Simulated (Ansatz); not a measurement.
# O on Cu(111): change of the work function

How does O on the fcc site change the work function of Cu(111) as the layer fills?

Method: plane-wave DFT, PBE, Ansatz PAW, in Ansatz 0.2.0.

This is a report of a sequence of runs, with most program output left out.

## 1. Starting point

The cell holds 4 atoms: 4 Cu. Its edges and angles: a = 2.553 Å, b = 2.553 Å, c = 24.253 Å, α = 90.0°, β = 90.0°, γ = 60.0°. Vacuum lies along c.

## 2. The clean slab

The bare slab comes first, as the zero from which every change is counted. The two lowest layers are held at bulk places and the upper ones relax. The dipole correction removes the false field that a one-sided slab makes across the periodic vacuum, so each face gets a flat vacuum level of its own.

Contents of input.yaml:

```yaml
crystal:
  lattice:
    - [2.5526554801, 0.0, 0.0]
    - [1.27632774, 2.2106644929, 0.0]
    - [0.0, 0.0, 24.2527034153]
  atoms:
    - { symbol: Cu, position: [0.0, 0.0, 0.3710926508] }
    - { symbol: Cu, position: [0.3333333333, 0.3333333333, 0.4570308836] }
    - { symbol: Cu, position: [0.6666666667, 0.6666666667, 0.5429691164] }
    - { symbol: Cu, position: [0.0, 0.0, 0.6289073492] }
kpoints:
  mp_grid: { grid: [12, 12, 1] }
hamiltonian:
  xc: pbe
scf:
  occupations: { method: fermi_dirac, width: 0.1 }
  convergence: { dr2_threshold: 1.0e-08 }
efield:
  axis: 3
  dipole_correction: true
  ramp_position: 0.97
  ramp_width: 0.06
relax:
  f_tol: 0.02
  max_steps: 60
  constraints: [{ sites: [0, 1] }]
output:
  write_potential: true
  write_density: true
  volumetric_format: npy
```

Started as:

```
> ansatz run input.yaml --threads 4 --pin off --max-ram 6144MiB --backend cpu --events-out ev --progress --plain --runs-dir out
```

Wall time 3.6 s (4 threads of Arm Neoverse V2, shared host); peak memory 0.46 GiB; 13 s of CPU time.

Hardly anything moved in the relaxation; the energy changed by under 0.2 meV an atom.

Numbers from this step:

```yaml
energy_at_zero_smearing: -26499.7681 eV
work_function_upper_face: 4.786 eV
dipole_along_the_normal: -1.78e-6 e·Å
```

Running mean over 2.084 Å of the planar mean; the ramp of the sawtooth is left out. Table of electron's electrostatic potential energy less the Fermi level by z:

z (Å), electron's electrostatic potential energy less the Fermi level (eV) and a bar from the least value:
```
      3.0       4.79 ##############################
      3.5       4.79 ##############################
      4.0       4.79 ##############################
      4.5       4.78 ##############################
      5.0       4.78 ##############################
      5.5       4.77 ##############################
      6.0       4.73 ##############################
      6.5       4.60 ##############################
      7.0       4.11 #############################
      7.5       2.00 ########################
      8.0      -2.75 #############
      8.5      -7.12 ####
      9.0      -8.54 #
      9.5      -8.74 
     10.0      -8.78 
     10.5      -8.81 
     11.0      -8.83 
     11.5      -8.82 
     12.0      -8.81 
     12.5      -8.81 
     13.0      -8.82 
     13.5      -8.82 
     14.0      -8.79 
     14.5      -8.76 
     15.0      -8.69 
     15.5      -8.16 #
     16.0      -5.25 ########
     16.5      -0.20 ###################
     17.0       3.41 ###########################
     17.5       4.43 #############################
     18.0       4.68 ##############################
     18.5       4.76 ##############################
     19.0       4.78 ##############################
     19.5       4.78 ##############################
     20.0       4.79 ##############################
     20.5       4.79 ##############################
     21.0       4.79 ##############################
```

The work function of the upper face is 4.79 eV.

## 3. Adsorbate added, k-mesh 6×6×1, coverage 0.25 ML

System of this step: Cu16O (O/Cu(111)). The cell holds 17 atoms: 16 Cu and 1 O. Its edges and angles: a = 5.105 Å, b = 5.105 Å, c = 25.662 Å, α = 90.0°, β = 90.0°, γ = 60.0°. Vacuum lies along c.

The clean slab as it ended is repeated in the plane and the adsorbate is set on one face; the cell's size fixes the coverage, and the k-mesh shrinks with it to keep the sampling density about even. Adsorbate and upper layers relax, since the dipole depends on the height.

Contents of input.yaml:

```yaml
crystal:
  lattice:
    - [5.1053109602, 1.0e-10, 0.0]
    - [2.5526554801, 4.4213289858, 0.0]
    - [0.0, 0.0, 25.6623614222]
  atoms:
    - { symbol: Cu, position: [0.0, 0.0, 0.3507081773] }
    - { symbol: Cu, position: [0.1666666667, 0.1666666667, 0.431925741] }
    - { symbol: Cu, position: [0.3333333333, 0.3333333333, 0.5131433046] }
    - { symbol: Cu, position: [0.0, 0.0, 0.5943608683] }
    - { symbol: Cu, position: [0.0, 0.5, 0.3507081773] }
    - { symbol: Cu, position: [0.1666666667, 0.6666666667, 0.431925741] }
    - { symbol: Cu, position: [0.3333333333, 0.8333333333, 0.5131433046] }
    - { symbol: Cu, position: [0.0, 0.5, 0.5943608683] }
    - { symbol: Cu, position: [0.5, 0.0, 0.3507081773] }
    - { symbol: Cu, position: [0.6666666667, 0.1666666667, 0.431925741] }
    - { symbol: Cu, position: [0.8333333333, 0.3333333333, 0.5131433046] }
    - { symbol: Cu, position: [0.5, 0.0, 0.5943608683] }
    - { symbol: Cu, position: [0.5, 0.5, 0.3507081773] }
    - { symbol: Cu, position: [0.6666666667, 0.6666666667, 0.431925741] }
    - { symbol: Cu, position: [0.8333333333, 0.8333333333, 0.5131433046] }
    - { symbol: Cu, position: [0.5, 0.5, 0.5943608683] }
    - { symbol: O, position: [0.1666666667, 0.1666666667, 0.6492918227] }
kpoints:
  mp_grid: { grid: [6, 6, 1] }
hamiltonian:
  xc: pbe
scf:
  occupations: { method: fermi_dirac, width: 0.1 }
  convergence: { dr2_threshold: 1.0e-08 }
efield:
  axis: 3
  dipole_correction: true
  ramp_position: 0.97
  ramp_width: 0.06
relax:
  f_tol: 0.02
  max_steps: 60
  constraints: [{ sites: [0, 1, 4, 5, 8, 9, 12, 13] }]
output:
  dos: { projected: true, e_range: [-8, 4] }
  write_potential: true
  write_density: true
  volumetric_format: npy
  elf: true
```

The job ended after 1.9 min (4 threads; peak memory 2.7 GiB; 7.3 min of CPU time).

This run has no spin polarisation, although Cu can carry a moment.

Step by step:

| step | energy less that of the first step (eV) | largest force component (eV/Å) |
| --- | --- | --- |
| 1 | 0.0000 | 2.4424 |
| 2 | -0.2140 | 1.7059 |
| 3 | -0.4015 | 0.3925 |
| 4 | -0.4095 | 0.1572 |
| 5 | -0.4117 | 0.0152 |

Forces are held to the 6 operations that the run works with; a distortion that breaks them can't arise in this run.

The atoms that moved most (Å):

| atom | dx | dy | dz | length |
| --- | --- | --- | --- | --- |
| O17 | 0.000 | 0.000 | -0.240 | 0.240 |
| Cu16 | 0.000 | 0.000 | -0.115 | 0.115 |
| Cu4 | -0.042 | -0.024 | 0.068 | 0.084 |
| Cu12 | 0.042 | -0.024 | 0.068 | 0.084 |
| Cu8 | 0.000 | 0.049 | 0.068 | 0.084 |
| Cu15 | 0.000 | 0.000 | 0.071 | 0.071 |
| Cu3 | -0.007 | -0.004 | -0.020 | 0.021 |
| Cu7 | 0.000 | 0.008 | -0.020 | 0.021 |

Final coordinates:

```xyz
17
Lattice="5.1053 0.0000 0.0000 2.5527 4.4213 0.0000 0.0000 0.0000 25.6624" Properties=species:S:1:pos:R:3
Cu    0.0000    0.0000    9.0000
Cu    1.2763    0.7369   11.0842
Cu    2.5456    1.4697   13.1486
Cu   -0.0424   -0.0245   15.3209
Cu    1.2763    2.2107    9.0000
Cu    2.5527    2.9476   11.0842
Cu    3.8290    3.6926   13.1486
Cu    1.2763    2.2596   15.3209
Cu    2.5527    0.0000    9.0000
Cu    3.8290    0.7369   11.0842
Cu    5.1124    1.4697   13.1486
Cu    2.5951   -0.0245   15.3209
Cu    3.8290    2.2107    9.0000
Cu    5.1053    2.9476   11.0842
Cu    6.3816    3.6844   13.2392
Cu    3.8290    2.2107   15.1382
O     1.2763    0.7369   16.4219
```

Numbers from this step:

```yaml
energy_at_zero_smearing: -106565.5424 eV
work_function_upper_face: 5.723 eV
work_function_lower_face: 4.810 eV
dipole_along_the_normal: -0.1138 e·Å
step_between_the_vacuum_levels: 0.9123 eV
```

Running mean over 2.084 Å of the planar mean; the ramp of the sawtooth is left out. The electron's electrostatic potential energy less the Fermi level by z:

| z (Å) | electron's electrostatic potential energy less the Fermi level (eV) |
| --- | --- |
| 3 | 4.81 |
| 4 | 4.81 |
| 5 | 4.81 |
| 6 | 4.76 |
| 7 | 4.14 |
| 8 | -2.70 |
| 9 | -8.49 |
| 10 | -8.74 |
| 11 | -8.82 |
| 12 | -8.77 |
| 13 | -8.79 |
| 14 | -8.66 |
| 15 | -8.91 |
| 16 | -6.55 |
| 17 | 2.71 |
| 18 | 5.49 |
| 19 | 5.71 |
| 20 | 5.72 |
| 21 | 5.72 |
| 22 | 5.72 |

The density of states has structure finer than the step of the table below, so its rows give means over 0.5 eV, whole bins alone (the curve runs from -8 to 1.98 eV). Peaks (eV: height): -2.77: 73.4, -2.68: 94.4, -2.41: 95.6, -2.05: 74.2, -1.95: 75.3, -1.74: 88.9, -1.59: 94.2.

The density of states by energy, zero at the Fermi level; means over each step:

| energy (eV) | density of states (states/eV a cell) |
| --- | --- |
| -7.5 | 2.04 |
| -7.0 | 2.17 |
| -6.5 | 2.87 |
| -6.0 | 3.31 |
| -5.5 | 7.90 |
| -5.0 | 11.5 |
| -4.5 | 16.5 |
| -4.0 | 32.1 |
| -3.5 | 39.3 |
| -3.0 | 54.7 |
| -2.5 | 58.2 |
| -2.0 | 56.1 |
| -1.5 | 50.4 |
| -1.0 | 11.4 |
| -0.5 | 5.31 |
| 0.0 | 6.08 |
| 0.5 | 3.28 |
| 1.0 | 5.23 |
| 1.5 | 5.17 |

Projected DOS per atom over height of the atomic layer and energy from the Fermi level. Layers: Cu4 Cu4 Cu4 Cu4 O from below.

Ten even steps from '0' (0.01 states/eV) to '9' (4.96 states/eV), each cell a mean:
```
00000
00000
00000
00000
00001
00001
10012
54431
97780
75670
97660
45650
34440
24421
12211
01115
00013
00000
00000
00000
00000
00000
```
Columns: height of the atomic layer (Å) from 9 to 16.4 (not evenly spaced); rows upwards: energy from the Fermi level (eV) from -7.96 to 1.95.

Electrostatic potential energy in the ca plane at fractional y = 0.167, with atoms of Cu and O within 0.2 Å of it. With pseudopotentials it is smooth inside the atoms' cores, unlike the true potential.

Ten even steps from '0' (-42 eV) to '9' (8 eV), each cell a mean:
```
98645788888887446887546899999999999999999999
98645788878887546887547899999999999999999999
99877887424788778898778999999999999999999999
99988984000588888999888999999999999999999999
99999983000389989999889999999999999999999999
99888885000588888998888999999999999999999999
98767887545888768888667899999999999999999999
98645788888887446887546899999999999999999999
98645788878887546887557899999999999999999999
99877887424788778898778668999999999999999999
99988984000588888999886114999999999999999999
99999983000389989999984002899999999999999999
99888885000588888999886215999999999999999999
98767887545888767888777779999999999999999999
```
Columns run along c (16.0 Å, from fractional 0.31 to 0.93 of the cell; values clipped at the 3rd and 97th percentile), rows up along a (5.1 Å). Atoms in or near the plane, at fractional coordinates: Cu at (0.43, 0.17), Cu at (0.43, 0.67), O at (0.64, 0.17).

Valence density in the ca plane at fractional y = 0.167, with atoms of Cu and O within 0.2 Å of it. It is the smooth field of the valence electrons, not physical close to the nuclei.

Ten steps, logarithmic in the rise over the least value, from '0' (0 e/Å³) to '9' (49 e/Å³), each cell a mean:
```
00222100010001221001221100000000000000000000
00122100111001221001221000000000000000000000
00111001343101111001111000000000000000000000
00000013686210000000000000000000000000000000
00000013897310000000000000000000000000000000
00010012676210000000110000000000000000000000
00111101232101111001111000000000000000000000
00222100010001221101221000000000000000000000
00122100111001221001221100000000000000000000
00111001343101111000111221000000000000000000
00000013686210000000012453100000000000000000
00000013897310000000013554100000000000000000
00010012676210110000012443100000000000000000
00111101232101111000111221000000000000000000
```
Columns run along c (16.0 Å, from fractional 0.31 to 0.93 of the cell), rows up along a (5.1 Å). Atoms in or near the plane, at fractional coordinates: Cu at (0.43, 0.17), Cu at (0.43, 0.67), O at (0.64, 0.17).

ELF in the ca plane at fractional y = 0.167, with atoms of Cu and O within 0.2 Å of it. It is the smooth field of the valence electrons, not physical close to the nuclei.

Values, 8 rows by 16 columns, each cell a mean:
```
0.17 0.18 0.21 0.20 0.21 0.19 0.18 0.18 0.18 0.17 0.03 0.00 0.00 0.00 0.00 0.00
0.21 0.19 0.20 0.25 0.20 0.19 0.21 0.19 0.17 0.05 0.00 0.00 0.00 0.00 0.00 0.00
0.27 0.28 0.22 0.62 0.22 0.26 0.23 0.26 0.22 0.05 0.00 0.00 0.00 0.00 0.00 0.00
0.21 0.20 0.20 0.26 0.20 0.18 0.21 0.19 0.17 0.05 0.00 0.00 0.00 0.00 0.00 0.00
0.17 0.18 0.21 0.20 0.21 0.19 0.18 0.18 0.17 0.17 0.03 0.00 0.00 0.00 0.00 0.00
0.20 0.19 0.20 0.25 0.21 0.19 0.19 0.16 0.59 0.64 0.12 0.00 0.00 0.00 0.00 0.00
0.26 0.29 0.22 0.62 0.23 0.27 0.19 0.23 0.61 0.78 0.20 0.01 0.00 0.00 0.00 0.00
0.20 0.20 0.20 0.26 0.21 0.19 0.19 0.16 0.60 0.65 0.13 0.00 0.00 0.00 0.00 0.00
```
Columns run along c (16.0 Å, from fractional 0.31 to 0.93 of the cell), rows up along a (5.1 Å). Atoms in or near the plane, at fractional coordinates: Cu at (0.43, 0.17), Cu at (0.43, 0.67), O at (0.64, 0.17).

The relaxation took 5 steps and lowered the energy by 0.41 eV; the largest force on the free atoms ends at 0.015 eV/Å.

By hand: a sheet of dipoles makes a step −p/(ε₀A) in the electron's potential. With e/ε₀ = 180.95 V·Å, p = -0.1138 e·Å and A = 22.57 Å², that is −180.95 × (-0.1138) / 22.57 = +0.912 eV, and the two vacuum levels of the run differ by +0.912 eV.

The covered face has 5.72 eV, +0.94 eV against the clean one; the bare back face has moved by +0.02 eV, a measure of how thin the slab is.

## 4. Adsorbate added, k-mesh 12×12×1, coverage 1 ML

System of this step: Cu4O (O/Cu(111)). The cell holds 5 atoms: 4 Cu and 1 O. Cell: a = 2.553 Å, b = 2.553 Å, c = 25.662 Å, α = 90.0°, β = 90.0°, γ = 60.0°. Vacuum lies along c.

Another coverage, to see how the dipoles act on each other as their distance changes.

input.yaml, the sections that differ from step 3:

```yaml
crystal:
  lattice:
    - [2.5526554801, 0.0, 0.0]
    - [1.27632774, 2.2106644929, 0.0]
    - [0.0, 0.0, 25.6623614222]
  atoms:
    - { symbol: Cu, position: [0.0, 0.0, 0.3507081773] }
    - { symbol: Cu, position: [0.3333333333, 0.3333333333, 0.431925741] }
    - { symbol: Cu, position: [0.6666666667, 0.6666666667, 0.5131433046] }
    - { symbol: Cu, position: [0.0, 0.0, 0.5943608683] }
    - { symbol: O, position: [0.3333333333, 0.3333333333, 0.6492918227] }
kpoints:
  mp_grid: { grid: [12, 12, 1] }
relax:
  f_tol: 0.02
  max_steps: 60
  constraints: [{ sites: [0, 1] }]
output:
  write_potential: true
  write_density: true
  volumetric_format: npy
# hamiltonian, scf, efield: as in step 3
```

It took 20 s on 4 threads; peak memory 0.49 GiB.

The steps of the relaxation:

| step | energy less that of the first step (eV) | largest force component (eV/Å) |
| --- | --- | --- |
| 1 | 0.0000 | 1.6755 |
| 2 | -0.0837 | 1.3785 |
| 3 | -0.1783 | 0.7838 |
| 4 | -0.2047 | 0.0617 |
| 5 | -0.2049 | 0.0005 |

The run keeps the 6 symmetry operations that it works with, so distortions that break them were not tested.

The atoms that moved most (Å):

| atom | dx | dy | dz | length |
| --- | --- | --- | --- | --- |
| O5 | 0.000 | 0.000 | -0.162 | 0.162 |
| Cu4 | 0.000 | 0.000 | 0.063 | 0.063 |
| Cu3 | 0.000 | 0.000 | 0.008 | 0.008 |

Final coordinates:

```
Cu O
1.0
     2.55266    0.00000    0.00000
     1.27633    2.21066    0.00000
     0.00000    0.00000   25.66236
Cu O
4 1
Direct
  0.00000 0.00000 0.35071
  0.33333 0.33333 0.43193
  0.66667 0.66667 0.51347
  0.00000 0.00000 0.59680
  0.33333 0.33333 0.64299
```

This step gave:

* energy at zero smearing: -27064.4067 eV
* work function, upper face: 8.176 eV
* work function, lower face: 4.878 eV
* dipole along the normal: -0.1029 e·Å
* step between the vacuum levels: 3.299 eV

Running mean over 2.084 Å of the planar mean; the ramp of the sawtooth is left out. The electron's electrostatic potential energy less the Fermi level by z:

| z (Å) | electron's electrostatic potential energy less the Fermi level (eV) |
| --- | --- |
| 3.0 | 4.88 |
| 3.5 | 4.88 |
| 4.0 | 4.88 |
| 4.5 | 4.88 |
| 5.0 | 4.87 |
| 5.5 | 4.86 |
| 6.0 | 4.82 |
| 6.5 | 4.69 |
| 7.0 | 4.20 |
| 7.5 | 2.09 |
| 8.0 | -2.65 |
| 8.5 | -7.00 |
| 9.0 | -8.45 |
| 9.5 | -8.66 |
| 10.0 | -8.72 |
| 10.5 | -8.77 |
| 11.0 | -8.80 |
| 11.5 | -8.75 |
| 12.0 | -8.69 |
| 12.5 | -8.70 |
| 13.0 | -8.76 |
| 13.5 | -8.70 |
| 14.0 | -8.50 |
| 14.5 | -8.67 |
| 15.0 | -9.44 |
| 15.5 | -11.2 |
| 16.0 | -10.2 |
| 16.5 | -4.64 |
| 17.0 | 0.426 |
| 17.5 | 4.32 |
| 18.0 | 7.32 |
| 18.5 | 8.07 |
| 19.0 | 8.16 |
| 19.5 | 8.17 |
| 20.0 | 8.18 |
| 20.5 | 8.18 |
| 21.0 | 8.18 |
| 21.5 | 8.18 |
| 22.0 | 8.18 |
| 22.5 | 8.18 |

The relaxation took 5 steps and lowered the energy by 0.20 eV; the largest force on the free atoms ends at 5.2e-4 eV/Å.

The covered face has 8.18 eV, +3.39 eV against the clean one; the bare back face has moved by +0.09 eV, a measure of how thin the slab is.

## 5. Work function against coverage

This step: plane-wave DFT, PBE, Ansatz PAW; work function against coverage (Ansatz 0.2.0).

The runs are now put side by side.

Numbers from this step:

```
work function of the clean face     : 4.786 eV
largest change of the work function : 3.391 eV
```

Table of work function of the covered face by coverage:

| coverage (adsorbates/nm²) | work function of the covered face (eV) |
| --- | --- |
| 0.00 | 4.79 |
| 4.43 | 5.72 |
| 17.72 | 8.18 |

The dipole per adsorbate comes from the change of the cell's dipole. Coverage, by row:

| coverage (1/nm²) | coverage (ML) | work function (eV) | change (eV) | dipole per adsorbate, positive end outwards (debye) | mean height of the added atoms over the highest substrate atom (Å) |
| --- | --- | --- | --- | --- | --- |
| 4.43 | 0.25 | 5.723 | 0.9367 | -0.547 | 1.101 |
| 17.72 | 1 | 8.176 | 3.391 | -0.494 | 1.185 |

## 6. Results

| Item | Value |
| --- | --- |
| work function of the clean face | 4.79 eV |
| work function at 0.25 ML | 5.72 eV |
| work function at 1 ML | 8.18 eV |
| dipole per adsorbate at 0.25 ML, positive end outwards | -0.55 D |

In words: O raises the work function of Cu(111) at the lowest coverage, by 0.94 eV: the adsorbate layer has its negative end outwards. The slab has 4 layers, at the tabulated experimental lattice constant, one starting site was run, and quantum-size effects of a slab this thin can reach one or two tenths of an eV.

[Logs are printed without paths, hosts, clocks, repeated set-up lines and the standing remarks that a program may print on its own settings, such as how far it seeks lower states.]

[Hosts, paths, dates, database ids (printed as entryN), source tags and the programs' standing remarks are cut or masked in the printed files.]

[Maps of the electrostatic potential energy from Ansatz leave out the sawtooth potential of an applied field or a dipole correction, so their vacuum need not be flat; planar profiles and work functions include it.]

[The density of states shown here was stored with 400 of the rows of the run's finer table, so its peaks can read low, often by over a quarter, or be missed, and its means over a window can be off by a tenth or more.]
